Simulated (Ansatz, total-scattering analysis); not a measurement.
**From input file to S(Q): Si**

Aim: the structure of Si at 1800 K, and the X-ray and neutron patterns it would give.

Method: ab initio molecular dynamics with Ansatz (PBEsol, plane waves, PAW default files, Langevin thermostat, no spin, fixed volume). Composition: Si 100.0 atom %; 64 atoms. The average runs over 2.50 ps of 64 atoms. Mean temperature 1756 K, largest m.s.d. 17.78 Å², energy drift +13 meV an atom (last third less first, no steady trend), Langevin friction 10 ps⁻¹; the first quarter of the run is discarded. Start: last frame of a classical run of this cell at the same density and temperature.

**What is measured.** Density: 2.57 g cm^−3 at 1770 K. Density of molten silicon quoted from earlier electromagnetic levitation work (Higuchi 2005) and used for the 1770 K liquid (literature bulk density; “Relationship between diffraction peak, network topology, and amorphous-forming ability in silicon and silica”, 2021, pmc:8590056). Si around Si: 6.4 atoms at 1735 K. The mean number of nearest neighbours in liquid silicon at 1735 K was derived from X-ray diffraction data (experiment (cited, technique not stated); “Structural and dynamical properties of liquid Si. An orbital-free molecular dynamics study”, 2005, arxiv:cond-mat/0509742). Si–Si distance: 2.45 A at 1735 K. The nearest-neighbour distance in liquid silicon near melting was obtained from the main peak of the pair distribution function measured by X-ray diffraction (experiment (cited, technique not stated); “Structural and dynamical properties of liquid Si. An orbital-free molecular dynamics study”, 2005, arxiv:cond-mat/0509742).

## The run

The step of 2 fs has to resolve the fastest vibration, that of Si. The volume is fixed, since the run is too short for a cell to find its own; the mean pressure then hints how far the functional is from its own density, with errors up to a few GPa from cell size, k-points and loose SCF steps (the program warns of the last). One k-point, Γ, is the usual economy for a cell of this size; for a metal it leaves the Fermi surface coarse, which shows in pressures and can favour freezing. Smeared occupations keep the forces smooth as levels cross the Fermi energy. A Langevin thermostat samples the right structure once equilibrated, but its friction lowers diffusion.

Contents of input.yaml:

```yaml
crystal:
  lattice:
    - [10.5387, 0.0, 0.0]
    - [0.0, 10.5387, 0.0]
    - [0.0, 0.0, 10.5387]
  atoms:
    - { symbol: Si, position: [0.5946, 0.4886, 0.703] }
    - { symbol: Si, position: [0.6496, 0.9202, 0.012] }
    - { symbol: Si, position: [0.5061, 0.3553, 0.5414] }
    - { symbol: Si, position: [0.89, 0.1601, 0.6957] }
[... 58 atom lines left out ...]
    - { symbol: Si, position: [0.1133, 0.0204, 0.7605] }
    - { symbol: Si, position: [0.5046, 0.1979, 0.3803] }
kpoints:
  mp_grid: { grid: [1, 1, 1] }
scf:
  occupations: { method: fermi_dirac, width: 0.1551 }
hamiltonian:
  xc: pbesol
  pseudopotentials: { kind: paw }
output:
  forces: true
  stress: true
md:
  timestep: 2.0
  n_steps: 1655
  ensemble: nvt_langevin
  temperature: 1800.0
  initial_velocities: maxwell_boltzmann
  seed: 7
```

```console
$ ansatz run input.yaml --threads 4 --pin off --max-ram 10240MiB --backend cpu --events-out ev --progress --plain --runs-dir out
```

```text
Warning: md: disabling space-group detection — thermal motion breaks the input geometry's symmetry, so no spatial operation reduces the k-mesh or symmetrises the density; time reversal is kept, so that k and −k are [...]
Warning: output.stress: scf.convergence.dr2_threshold = 6.4e-8 eV (the default of an md: trajectory) is looser than the 6.4e-9 eV advised for a printed stress (1e-10 eV for each atom of the cell: 64). What an SCF [...]
Warning: RAYON_NUM_THREADS=4 ignored (pool sized by the plan → 4); use --threads N
band count auto-derived: 198 (N_el = 256.0; filled up to band 128; 192 by the electrons, moments and atoms)
Engine: ansatz 0.2.0, x86_64-unknown-linux-gnu
Pseudopotential: Si, paw, valence charge 4, recommended cutoff 420 eV (normal), Si.paw.azcp
Functional definition: PBEsol
Crystal: 64 atoms, lattice volume = 1170.472 Å³
Basis set: ecut = 420 eV, 22983 PW (Γ), exchange–correlation on 144×144×144 points (8 copies of the dense FFT grid, shifted against one another)
Bands: 198, of which v1, the nominal top of the filled ones, is band 128 counted from 1 (127 counted from 0)
k-points: 1
[... other set-up lines, SCF lines and steps between those shown are left out ...]
md step     0: t =     0.00 fs  T =  1771.9 K  F+E_penalty+E_count = -39738.56793023 eV  E_kin = 14.658084 eV  P_inst = -3.5373 GPa  (8 SCF iters)
md step     1: t =     2.00 fs  T =  1819.9 K  F+E_penalty+E_count = -39738.46576248 eV  E_kin = 15.055064 eV  P_inst = -3.4984 GPa  (7 SCF iters)
md step    66: t =   132.00 fs  T =  1739.1 K  F+E_penalty+E_count = -39733.42199641 eV  E_kin = 14.387287 eV  P_inst = 3.0763 GPa  (5 SCF iters)
md step   132: t =   264.00 fs  T =  1661.8 K  F+E_penalty+E_count = -39731.30656702 eV  E_kin = 13.747254 eV  P_inst = 2.8498 GPa  (6 SCF iters)
md step   198: t =   396.00 fs  T =  2057.4 K  F+E_penalty+E_count = -39732.79790666 eV  E_kin = 17.019946 eV  P_inst = 2.2576 GPa  (5 SCF iters)
md step   264: t =   528.00 fs  T =  2183.4 K  F+E_penalty+E_count = -39734.50731026 eV  E_kin = 18.062822 eV  P_inst = 2.0222 GPa  (5 SCF iters)
md step   330: t =   660.00 fs  T =  1989.7 K  F+E_penalty+E_count = -39734.88183780 eV  E_kin = 16.460258 eV  P_inst = 0.9123 GPa  (7 SCF iters)
md step   396: t =   792.00 fs  T =  1644.4 K  F+E_penalty+E_count = -39732.56877502 eV  E_kin = 13.603283 eV  P_inst = 2.2273 GPa  (5 SCF iters)
md step   462: t =   924.00 fs  T =  2215.8 K  F+E_penalty+E_count = -39734.76163343 eV  E_kin = 18.330733 eV  P_inst = 0.4510 GPa  (5 SCF iters)
md step   528: t =  1056.00 fs  T =  1778.7 K  F+E_penalty+E_count = -39733.77866063 eV  E_kin = 14.714699 eV  P_inst = 0.8580 GPa  (5 SCF iters)
md step   594: t =  1188.00 fs  T =  1524.8 K  F+E_penalty+E_count = -39735.20026765 eV  E_kin = 12.613896 eV  P_inst = 2.0396 GPa  (5 SCF iters)
md step   660: t =  1320.00 fs  T =  1916.8 K  F+E_penalty+E_count = -39733.62557459 eV  E_kin = 15.856692 eV  P_inst = 1.6777 GPa  (7 SCF iters)
md step   726: t =  1452.00 fs  T =  1842.5 K  F+E_penalty+E_count = -39734.70066417 eV  E_kin = 15.242728 eV  P_inst = 0.6409 GPa  (5 SCF iters)
md step   792: t =  1584.00 fs  T =  1572.9 K  F+E_penalty+E_count = -39732.31445089 eV  E_kin = 13.012210 eV  P_inst = 1.4279 GPa  (5 SCF iters)
md step   858: t =  1716.00 fs  T =  2064.9 K  F+E_penalty+E_count = -39733.83154369 eV  E_kin = 17.081773 eV  P_inst = 2.5462 GPa  (5 SCF iters)
md step   924: t =  1848.00 fs  T =  1627.0 K  F+E_penalty+E_count = -39732.04158639 eV  E_kin = 13.459769 eV  P_inst = 2.9487 GPa  (5 SCF iters)
md step   990: t =  1980.00 fs  T =  1726.1 K  F+E_penalty+E_count = -39733.07551177 eV  E_kin = 14.279246 eV  P_inst = 1.0171 GPa  (7 SCF iters)
md step  1056: t =  2112.00 fs  T =  1961.9 K  F+E_penalty+E_count = -39734.29590688 eV  E_kin = 16.230215 eV  P_inst = 1.5183 GPa  (5 SCF iters)
md step  1122: t =  2244.00 fs  T =  1931.6 K  F+E_penalty+E_count = -39735.30156136 eV  E_kin = 15.979689 eV  P_inst = 2.7038 GPa  (5 SCF iters)
md step  1188: t =  2376.00 fs  T =  1470.9 K  F+E_penalty+E_count = -39732.93181227 eV  E_kin = 12.168563 eV  P_inst = 1.2608 GPa  (5 SCF iters)
md step  1254: t =  2508.00 fs  T =  1761.9 K  F+E_penalty+E_count = -39733.79203746 eV  E_kin = 14.575174 eV  P_inst = 0.6760 GPa  (5 SCF iters)
md step  1320: t =  2640.00 fs  T =  1781.3 K  F+E_penalty+E_count = -39732.74284076 eV  E_kin = 14.736313 eV  P_inst = 1.5929 GPa  (7 SCF iters)
md step  1386: t =  2772.00 fs  T =  2059.9 K  F+E_penalty+E_count = -39734.01216931 eV  E_kin = 17.041154 eV  P_inst = 0.9389 GPa  (5 SCF iters)
md step  1452: t =  2904.00 fs  T =  1727.7 K  F+E_penalty+E_count = -39733.78885289 eV  E_kin = 14.292882 eV  P_inst = 1.9923 GPa  (5 SCF iters)
md step  1518: t =  3036.00 fs  T =  1740.7 K  F+E_penalty+E_count = -39734.44940317 eV  E_kin = 14.400495 eV  P_inst = -0.1398 GPa  (5 SCF iters)
md step  1584: t =  3168.00 fs  T =  1859.6 K  F+E_penalty+E_count = -39733.62068935 eV  E_kin = 15.384097 eV  P_inst = 1.2861 GPa  (5 SCF iters)
md step  1650: t =  3300.00 fs  T =  1697.8 K  F+E_penalty+E_count = -39734.50149381 eV  E_kin = 14.045263 eV  P_inst = 1.4562 GPa  (7 SCF iters)
[... last step's energies and forces left out ...]
--- MD trajectory: 1655 steps, t = 0.0 → 3310.0 fs ---
  final state: T = 1859.9 K   F+E_penalty+E_count = -39735.08438841 eV   E_kin = 15.385981 eV
```

It took 49 min on 4 threads of Intel(R) Xeon(R) 6975P-C (Granite Rapids), on a shared host, peak memory 1.2 GiB.

## Analysis

The totals are in Faber–Ziman form. Below 4 Å⁻¹ the partials are summed on the cell's own reciprocal vectors (from 0.60 Å⁻¹) and folded with a Gaussian of σ = 0.13 Å⁻¹; above it they are transforms of g(r) out to 7.2 Å, tapered over the last 40 %. The fold lowers sharp peaks, and with so few vectors their positions are good to about 0.1 Å⁻¹. X-rays take neutral-atom form factors, neutrons coherent lengths (Si 4.15071 fm). G(r) = 4πrρ₀[g(r) − 1] carries the resolution of a Lorch-windowed transform up to 20 Å⁻¹. For one element the X-ray and neutron totals coincide. The patterns are simulated, not measured. The cell is small: beyond half the box only the part of each shell inside it is counted, and low-Q values rest on few vectors. It is averaged over 125 frames.

| T (K) | state | density (g/cm³) | first clear neutron maximum (Å⁻¹) | its height (neutron) | Si–Si (Å) | Si around Si | held | D over the elements, rough (10⁻⁹ m²/s) |
| --- | --- | --- | --- | --- | --- | --- | --- | --- |
| 1800 | liquid | 2.550 | 2.76 | 1.35 | 2.44 | 7.02 | volume, 1.5 GPa mean | - |

neutron S(Q):

```
Q (Å⁻¹)  1800 K
    0.8    0.09
    1.1    0.13
    1.4    0.18
    1.7    0.35
    2.0    0.51
    2.3    0.87
    2.6    1.31
    2.9    1.34
    3.2    1.31
    3.5    1.17
    3.8    0.94
    4.1    0.78
    4.4    0.76
    4.7    0.86
    5.0    1.00
    5.3    1.11
    5.6    1.14
    5.9    1.11
    6.2    1.03
    6.5    0.96
    6.8    0.92
    7.1    0.92
    7.4    0.95
    7.7    1.01
    8.0    1.04
    8.3    1.05
    8.6    1.04
    8.9    1.01
```

At 1800 K the maxima of S(Q), Q in Å⁻¹ (height), are neutron: 2.76 (1.35), 5.60 (1.14), 8.23 (1.05). Its shells:

```
 pair  first peak (Å)  g there  first minimum (Å)  g there  neighbours
Si–Si            2.44      2.3               3.20     0.89         7.0
```

The tapered transform alone would put 1.37 at the neutron maximum of 2.76 Å⁻¹, where the reciprocal vectors give 1.35; the two routes agree.

**Reading.** The first Si–Si shell holds 7.0 Si at 2.44 Å, with no empty gap behind it, so neighbours come and go. The first shell has no clear end (g = 0.89 at its dip), so a neighbour count says little; the tallest of the first maxima of S(Q) has height 1.35 and Q₁r₁ = 6.8 (r₁ = 2.48 Å from G(r)), lower and further in than the 2.3 to 3 and 7.7 of a dense simple liquid, as where directional bonding survives.

| quantity | measured | this run |
| --- | --- | --- |
| Si around Si | 6.4 | 7.0 |
| Si–Si distance (Å) | 2.45 | 2.44 |

Si around Si: the minimum is shallow (counted to 3.20 Å), so the count follows the cutoff and decides nothing. Si–Si distance: the run agrees with the measurement (largest miss 0.01, allowed 0.04). Measured coordination numbers hang on where the integral is cut, by half a neighbour or more in dense liquids. The set density is -0.8 % from the cited 2.57 g/cm³ at 1770 K.

[Logs are printed without paths, hosts, clocks, repeated set-up lines and the standing remarks that a program may print on its own settings, such as how far it seeks lower states.]
